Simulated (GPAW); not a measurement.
# SiC (Moissanite): optical spectrum from first principles

Wanted: where SiC (Moissanite) starts to absorb, how strongly, and its refractive index.

Main program and level: GPAW 26.7.0; DFT, PBE, plane-wave PAW (GPAW data sets), scalar-relativistic, RPA, optical limit.

## Step 1: The starting structure

It takes space group P6_3mc (No. 186, hexagonal). Conventional cell: a = 3.076 Å, b = 3.076 Å, c = 5.048 Å, α = 90.00°, β = 90.00°, γ = 120.00°. Nearest to Si lie 4 C at 1.87 to 1.94 Å. Nearest to C lie 4 Si at 1.87 to 1.94 Å. Farther neighbours are not listed.

## Step 2: Ground state

The self-consistent density comes first; it also tells whether there is a gap, which decides the occupations and the need for a Drude term.

This step: DFT, PBE, plane-wave PAW (GPAW data sets), scalar-relativistic, ground state (GPAW 26.7.0).

gs.py

```python
from ase import Atoms
from ase.dft.bandgap import bandgap
from gpaw import GPAW, PW, FermiDirac

atoms = Atoms(['Si', 'Si', 'C', 'C'],
              cell=[[3.076000000000, 0.000000000000, 0.000000000000],
                    [-1.538000000000, 2.663894142000, 0.000000000000],
                    [0.000000000000, 0.000000000000, 5.048000000000]],
              scaled_positions=[[0.666666666700, 0.333333333300, 0.500000000000],
                                [0.333333333300, 0.666666666700, 0.000000000000],
                                [0.666666666700, 0.333333333300, 0.885000000000],
                                [0.333333333300, 0.666666666700, 0.385000000000]],
              pbc=[True, True, True])
atoms.calc = GPAW(mode=PW(500), xc='PBE', kpts={'size': (9, 9, 5), 'gamma': True},
                  occupations=FermiDirac(0.05), maxiter=150, txt='gs.txt')
print('energy (eV)', atoms.get_potential_energy())
print('Fermi level (eV)', atoms.calc.get_fermi_level())
print('valence electrons', atoms.calc.get_number_of_electrons())
print('gap (eV)', bandgap(atoms.calc, output=None)[0])
print('direct gap (eV)', bandgap(atoms.calc, direct=True, output=None)[0])
atoms.calc.write('gs.gpw')
```

Run with:

```bash
OMP_NUM_THREADS=1 python gs.py
```

Numbers of over 12 decimals in the logs are rounded to 6 here.

Log:

```text
__  _  _
 | _ |_)|_||  |
 |__||  | ||/\| - 26.7.0

Versions:
  Python: 3.12.14
  ASE:    3.29.0
  Numpy:  2.5.5
  Scipy:  1.18.1
  Libxc:  7.0.0

Input parameters:
  mode=PW(ecut=500.0),
  kpts=MonkhorstPack(size=(9, 9, 5), gamma=True),
  maxiter=150,
  occupations=Occupations(name='fermi-dirac', width=0.05, fixmagmom=False),
  xc=XC(name='PBE')

Diagonalizing LCAO Hamiltonian
Converting LCAO to pw mode

           C

           Si
        C

        Si

Atoms  # Å, Bohr magnetons
|   | symbol |         x |        y |        z |    initial magnetic moments |
| 0 |     Si |  1.538000 | 0.887965 | 2.524000 | ( 0.0000,  0.0000,  0.0000) |
| 1 |     Si | -0.000000 | 1.775929 | 0.000000 | ( 0.0000,  0.0000,  0.0000) |
| 2 |      C |  1.538000 | 0.887965 | 4.467480 | ( 0.0000,  0.0000,  0.0000) |
| 3 |      C | -0.000000 | 1.775929 | 1.943480 | ( 0.0000,  0.0000,  0.0000) |

Unit cell  # Å
| periodic |         x |        y |        z |  lengths |     angles |
|      yes |  3.076000 | 0.000000 | 0.000000 | 3.076000 |  90.000000 |
|      yes | -1.538000 | 2.663894 | 0.000000 | 3.076000 |  90.000000 |
|      yes |  0.000000 | 0.000000 | 5.048000 | 5.048000 | 120.000000 |

Number of symmetries: 6
Symmetry operations  # r_c * U_cc + t_c -> r_c
|   | kind |            matrix            |
| 0 |  σ   |  1, 1, 0,  0,-1, 0,  0, 0, 1 |
| 1 |  E   |  1, 0, 0,  0, 1, 0,  0, 0, 1 |
| 2 |  C3  |  0, 1, 0, -1,-1, 0,  0, 0, 1 |
| 3 |  σ   |  0,-1, 0, -1, 0, 0,  0, 0, 1 |
| 4 |  σ   | -1, 0, 0,  1, 1, 0,  0, 0, 1 |
| 5 |  C3  | -1,-1, 0,  1, 0, 0,  0, 0, 1 |

BZ-sampling:
  Number of BZ points: 405
  Number of IBZ points: 50

  Monkhorst-Pack size: [9, 9, 5]
  Monkhorst-Pack shift: [0, 0, 0]

K-points  # in reciprocal-cell coordinates
|     |                                coordinates |     weight |
|   0 | (  0.00000000,   0.00000000,   0.00000000) | 0.00246914 |
|   1 | (  0.00000000,   0.00000000,   0.20000000) | 0.00493827 |
|   2 | (  0.00000000,   0.00000000,   0.40000000) | 0.00493827 |
|   3 | (  0.11111111,   0.00000000,  -0.40000000) | 0.01481481 |
|   4 | (  0.11111111,   0.00000000,  -0.20000000) | 0.01481481 |
|   5 | (  0.11111111,   0.00000000,   0.00000000) | 0.01481481 |
|   6 | (  0.11111111,   0.00000000,   0.20000000) | 0.01481481 |
|   7 | (  0.11111111,   0.00000000,   0.40000000) | 0.01481481 |
|   8 | (  0.22222222,  -0.11111111,   0.00000000) | 0.01481481 |
|   9 | (  0.22222222,  -0.11111111,   0.20000000) | 0.02962963 |
| ... |                                            |            |
|  49 | (  0.44444444,   0.44444444,   0.40000000) | 0.02962963 |

Plane wave coefficients: 1099
Cutoff: 500.0 eV

Spin-components: 1 (collinear spins)
Bands:           14
Projectors:      20
Spin-degeneracy: 2
Datatype:        complex128

Parallelization:
  kpt:    1
  domain: 1
  band:   1

Density:
  Valence electrons: 16.0
  Components: 1
  Grid points: [16 16 27]
  Charge: 0.0  # |e|

Potential:
  Grid points: [16 16 27]

species:
  Si:
    name:    Silicon
    id:
    Z:       14.0
    valence: 4
    core:    10
    charge:  0.0  # [|e|]
    compensation charges:
      type: gauss
      rc: 0.33  # [Å]
      lmax: 2
    cutoffs:
      filter: 1.86  # [Å]
      core: 2.06  # [Å]
    projectors
    | kind |    occ | energy [eV] | rcut [Å] |
    |   3s |  2.000 |     -10.812 |    1.058 |
    |   3p |  2.000 |      -4.081 |    1.058 |
    |    s |        |      16.399 |    1.058 |
    |    p |        |      23.130 |    1.058 |
    |    d |        |       0.000 |    1.058 |

    Using partial waves for Si as LCAO basis

  C:
    name:    Carbon
    id:
    Z:       6.0
    valence: 4
    core:    2
    charge:  0.0  # [|e|]
    compensation charges:
      type: gauss
      rc: 0.20  # [Å]
      lmax: 2
    cutoffs:
      filter: 1.14  # [Å]
      core: 1.14  # [Å]
    projectors
    | kind |    occ | energy [eV] | rcut [Å] |
    |   2s |  2.000 |     -13.751 |    0.635 |
    |   2p |  2.000 |      -5.284 |    0.635 |
    |    s |        |      13.461 |    0.635 |
    |    p |        |      21.927 |    0.635 |
    |    d |        |       0.000 |    0.635 |

    Using partial waves for C as LCAO basis

Reference energy: -17827.944731  # eV

eigensolver:
  PPCG
  Converge bands: occupied
  niter=2

density mixing:
  MSR1-Mixer
  Pratt-step length: 0.05
  Maximum mixing coefficient: 0.75
  Old densities: 10
  SVD Regularization: 0.005
  Good broyden scale: 1.0
  Trust region scale: 1.0
  Backstep threshold: 4.0
  History deletion threshold: 6.0
  Fourier metric: weight=20.0, sigma=0.015

occupation numbers:
  Fermi-Dirac:
    width: 0.0500  # eV

poisson solver:
  ecut: 4000.0  # eV

xc functional:
  name: PBE with 2 nearest neighbor stencil

convergence criteria:
- Maximum [total energy] change in last 3 cyles: 0.0005 eV / valence electron
- Maximum integral of absolute [dens]ity change: 0.0001 electrons / valence electron
- Maximum integral of absolute [eigenst]ate change: 4e-08 eV^2 / valence electron
maximum number of iterations: 150

SCF iterations
|iter     |      energy | eigst |  dens |
|iter:   1||  -33.139575 | -0.14 |       |
|iter:   2||  -32.389598 | -2.08 | -0.56 |
|iter:   3||  -29.863212 | -0.69 | -0.61 |
|iter:   4||  -29.875333 | -2.74 | -1.32 |
|iter:   5||  -29.881807 | -3.39 | -1.68 |
|iter:   6||  -29.881941c| -5.21 | -2.67 |
|iter:   7||  -29.881949c| -6.54 | -3.28 |
|iter:   8||  -29.881950c| -8.00c| -4.13c|

Converged in 8 steps
SCF loop duration: 4.781 s (0.598 s/step)
Energy contributions relative to reference atoms: (reference = -17827.944731)

Energy contributions:
  Kinetic:          32.573931
  Coulomb:         -27.255235
  Zero:             -0.049376
  External:          0.000000
  Xc:              -35.151270
  Entropy:          -0.000000
  Spinorbit:         0.000000
  ----------------------------
  Free energy:     -29.881950
  Extrapolated:    -29.881950

dipole moment: (0.000012, -0.000010, -8.909882)  # |e|*Ang

Fermi level: 9.895
Eigenvalues  # (at kpt = [0.000, 0.000, 0.000])
| band index |      eig [eV] | occ [0-2] |
|          0 |        -7.183 |     2.000 |
|          1 |        -3.678 |     2.000 |
|          2 |        -0.152 |     2.000 |
|          3 |         6.992 |     2.000 |
|          4 |         6.992 |     2.000 |
|          5 |         8.276 |     2.000 |
|          6 |         8.276 |     2.000 |
|          7 |         8.553 |     2.000 |
|          8 |        13.177 |     0.000 |
|          9 |        14.598 |     0.000 |
|         10 |        15.047 |     0.000 |
|         11 |        15.047 |     0.000 |
|         12 |        16.104 |     0.000 |
|         13 |        17.246 |     0.000 |

Gap: 2.315 eV
Transition (v -> c):
  (s=0, k=0, n=7, [0.00, 0.00, 0.00]) -> (s=0, k=26, n=8, [0.33, 0.33, 0.00])
Direct/indirect transitions are different
Direct gap: 4.106 eV
Transition at: (s=0, k=39, n=7, [0.44, 0.00, 0.00])

--- standard output ---
energy (eV) -29.881950
Fermi level (eV) 9.894937
valence electrons 16.0
gap (eV) 2.315314
direct gap (eV) 4.106055
```

It took 6.4 s on 1 thread of AMD EPYC 9R14 (Zen 4), shared host; peak memory 0.16 GiB.

Read-outs, printed or worked out from the files:

| Item | Value |
| --- | --- |
| energy | -29.88 eV |
| Fermi energy | 9.895 eV |
| gap on the k-mesh | 2.315 eV |
| direct gap on the mesh | 4.106 eV |
| electrons | 16 |

There is a gap, 2.32 eV on this mesh (points off the mesh can give less), so no carriers' term is needed.

## Step 3: Bands for the response

At the fixed density, many empty bands are solved on the mesh of the response, since the spectrum sums over them.

This step: DFT, PBE, plane-wave PAW (GPAW data sets), scalar-relativistic, bands at fixed density (GPAW 26.7.0).

nscf.py

```python
from ase.dft.bandgap import bandgap
from gpaw import GPAW, FermiDirac

calc = GPAW('gs.gpw').fixed_density(kpts={'size': (12, 12, 6), 'gamma': True}, nbands=35, convergence={'bands': 29},
                                    occupations=FermiDirac(0.001), txt='nscf.txt')
print('gap (eV)', bandgap(calc, output=None)[0])
print('direct gap (eV)', bandgap(calc, direct=True, output=None)[0])
print('top band over the Fermi level (eV)', min(calc.get_eigenvalues(kpt=k)[28] for k in range(len(calc.get_ibz_k_points()))) - calc.get_fermi_level())
calc.write('full.gpw', mode='all')
```

Run with:

```bash
OMP_NUM_THREADS=1 python nscf.py
```

Log:

```text
Diagonalizing LCAO Hamiltonian
Converting LCAO to pw mode
convergence criteria:
- Maximum integral of absolute [eigenst]ate change: 4e-08 eV^2 / valence electron
maximum number of iterations: 150

SCF iterations
|iter     |      energy | eigst |  dens |
|iter:   1||             | +2.91 |       |
|iter:   2||             | +1.40 |       |
|iter:   3||             | -0.15 |       |
|iter:   4||             | -1.32 |       |
|iter:   5||             | -2.64 |       |
|iter:   6||             | -3.72 |       |
|iter:   7||             | -4.88 |       |
|iter:   8||             | -5.69 |       |
|iter:   9||             | -5.92 |       |
|iter:  10||             | -6.39 |       |
|iter:  11||             | -6.62 |       |
|iter:  12||             | -7.12 |       |
|iter:  13||             | -7.59c|       |
SCF steps: 13
  __  _  _
 | _ |_)|_||  |
 |__||  | ||/\| - 26.7.0

Versions:
  Python: 3.12.14
  ASE:    3.29.0
  Numpy:  2.5.5
  Scipy:  1.18.1
  Libxc:  7.0.0

Input parameters:
  mode=PW(ecut=500.0),
  convergence={'bands': 29},
  gpts=array([16, 16, 27]),
  kpts=MonkhorstPack(size=(12, 12, 6), gamma=True),
  maxiter=150,
  nbands=35,
  occupations=Occupations(name='fermi-dirac', width=0.001, fixmagmom=False),
  parallel={},
  xc=XC(name='PBE')

--- standard output ---
gap (eV) 2.315314
direct gap (eV) 4.069748
top band over the Fermi level (eV) 24.478755
```

The job ended after 34 s (1 thread; peak memory 0.23 GiB).

This step gave:

```
direct gap on the mesh : 4.070 eV
```

## Step 4: Dielectric function, RPA

Local fields let the induced charge screen the field inside the cell, which as a rule lowers ε, most along directions where the density is uneven.

This step: DFT, PBE, plane-wave PAW (GPAW data sets), scalar-relativistic, RPA, optical limit (GPAW 26.7.0).

df.py

```python
from gpaw.response.df import DielectricFunction

df = DielectricFunction('full.gpw', frequencies={'type': 'nonlinear', 'domega0': 0.03, 'omega2': 8},
                        ecut=50,
                        eta=0.15,
                        nbands=29,
                        txt='df.txt')
for direction in ['x', 'z']:
    df.get_dielectric_function(xc='RPA', direction=direction, filename=f'df_{direction}.csv')
```

Run with:

```bash
OMP_NUM_THREADS=1 python df.py
```

Log:

```text
Using integrator: PointIntegrator
NonLinearFrequencyDescriptor(from 0.000 to 45.857 eV, 454 points)
Nonperiodic BCs:  [False False False]
Using integrator: PointIntegrator
NonLinearFrequencyDescriptor(from 0.000 to 45.857 eV, 454 points)
Nonperiodic BCs:  [False False False]

Calculating chi0 body with:
    Ground state adapter containing:
    Number of spins: 1
    Number of kpoints: 864
    Number of irreducible kpoints: 100
    Number of completely occupied states: 8
    Number of partially occupied states: 8

    Linear response parametrization:
    q_c: [0.0, 0.0, 0.0]
    Number of frequency points: 454
    Planewave cutoff: 50.0
    Number of bands: 29
    Number of planewaves: 35
    Broadening (eta): 0.15

Integrating chi0 body.

Symmetries of q_c:
    Direct symmetries (Uq -> q): 6
    Indirect symmetries (TUq -> q): 6
In total 12 allowed symmetries.

100 groups of equivalent kpoints. 88.425926% reduction.

Integral kind: spectral function

Calculating chi0 optical extensions with:
    Ground state adapter containing:
    Number of spins: 1
    Number of kpoints: 864
    Number of irreducible kpoints: 100
    Number of completely occupied states: 8
    Number of partially occupied states: 8

    Linear response parametrization:
    Number of frequency points: 454
    Planewave cutoff: 50.0
    Number of bands: 29
    Number of planewaves: 35
    Broadening (eta): 0.15
Integrating chi0 head and wings.

Symmetries of q_c:
    Direct symmetries (Uq -> q): 6
    Indirect symmetries (TUq -> q): 6
In total 12 allowed symmetries.

100 groups of equivalent kpoints. 88.425926% reduction.

Integral kind: spectral function wings
```

Run time: 4.9 s. Hardware: 1 thread; peak memory 0.23 GiB.

Numbers from this step:

| Item | Value |
| --- | --- |
| electronic dielectric constant ε∞, mean over x, y and z (by symmetry where fewer were run) | 6.799 |
| main peak of Im epsilon, first axis | 6.275 eV |

Some rows of df_x.csv (energy; Re and Im without local fields; Re and Im with them):

```text
0.000000, 7.016277, -0.000000, 6.609786, -0.000000
0.429336, 7.036914, 0.014507, 6.628543, 0.013185
0.878195, 7.103746, 0.030456, 6.689277, 0.027673
1.347938, 7.227265, 0.049023, 6.801486, 0.044523
1.840057, 7.424161, 0.072084, 6.980254, 0.065424
2.356191, 7.721957, 0.102970, 7.250417, 0.093370
2.898142, 8.169059, 0.148358, 7.655598, 0.134368
3.467895, 8.860016, 0.224174, 8.280977, 0.202778
4.067647, 10.017245, 0.382657, 9.327373, 0.346155
4.699832, 12.355786, 1.054874, 11.441068, 0.965713
5.367152, 15.531345, 3.932855, 14.105297, 3.541961
6.072622, 14.393739, 15.863046, 13.820151, 13.931779
6.819608, 6.385095, 15.686437, 6.023852, 14.369929
7.611886, -0.916841, 12.940361, -0.484470, 11.965785
8.453705, -2.046027, 11.115402, -1.224045, 9.994921
9.349861, -5.130439, 7.717364, -4.283029, 7.561663
10.305790, -3.373623, 4.725965, -2.801060, 4.714402
11.327680, -3.417568, 3.628515, -2.880741, 3.608859
12.422601, -2.781291, 2.037624, -2.392718, 2.239545
13.598673, -2.083154, 1.704541, -1.796060, 1.992412
```

Values under the direct gap are tails of Lorentzian lines. Im ε against photon energy; read off at these points:

| photon energy (eV) | E ∥ x | E ∥ z |
| --- | --- | --- |
| 0.00 | 0 | 0 |
| 0.50 | 0.0154 | 0.0195 |
| 1.00 | 0.0318 | 0.0405 |
| 1.50 | 0.0505 | 0.0649 |
| 2.00 | 0.0733 | 0.0956 |
| 2.50 | 0.103 | 0.138 |
| 3.00 | 0.144 | 0.201 |
| 3.50 | 0.208 | 0.309 |
| 4.00 | 0.323 | 0.543 |
| 4.50 | 0.630 | 1.47 |
| 5.00 | 2.32 | 8.00 |
| 5.50 | 4.39 | 9.52 |
| 6.00 | 13.1 | 12.9 |
| 6.28 | 15.9 | 17.2 |
| 6.39 | 14.9 | 19.7 |
| 6.50 | 13.7 | 17.8 |
| 7.00 | 14.2 | 12.3 |
| 7.32 | 15.2 | 14.3 |
| 7.50 | 13.2 | 14.6 |
| 8.00 | 10.9 | 9.30 |
| 8.50 | 9.95 | 8.28 |
| 9.00 | 9.09 | 7.93 |
| 9.50 | 6.20 | 6.76 |
| 10.00 | 6.03 | 4.90 |
| 10.50 | 4.90 | 3.79 |
| 11.00 | 4.41 | 3.68 |
| 11.50 | 3.46 | 2.96 |
| 12.00 | 3.08 | 3.34 |
| 12.50 | 2.19 | 2.23 |
| 13.00 | 2.27 | 2.42 |
| 13.50 | 2.07 | 2.23 |

[end of part 1 of 2]

[Machine, clock and banner lines and Python warnings are left out of the logs.]

[Logs are printed without paths, hosts, clocks, repeated set-up lines and the standing remarks that a program may print on its own settings, such as how far it seeks lower states.]

[Hosts, paths, dates, database ids (printed as entryN), source tags and the programs' standing remarks are cut or masked in the printed files.]
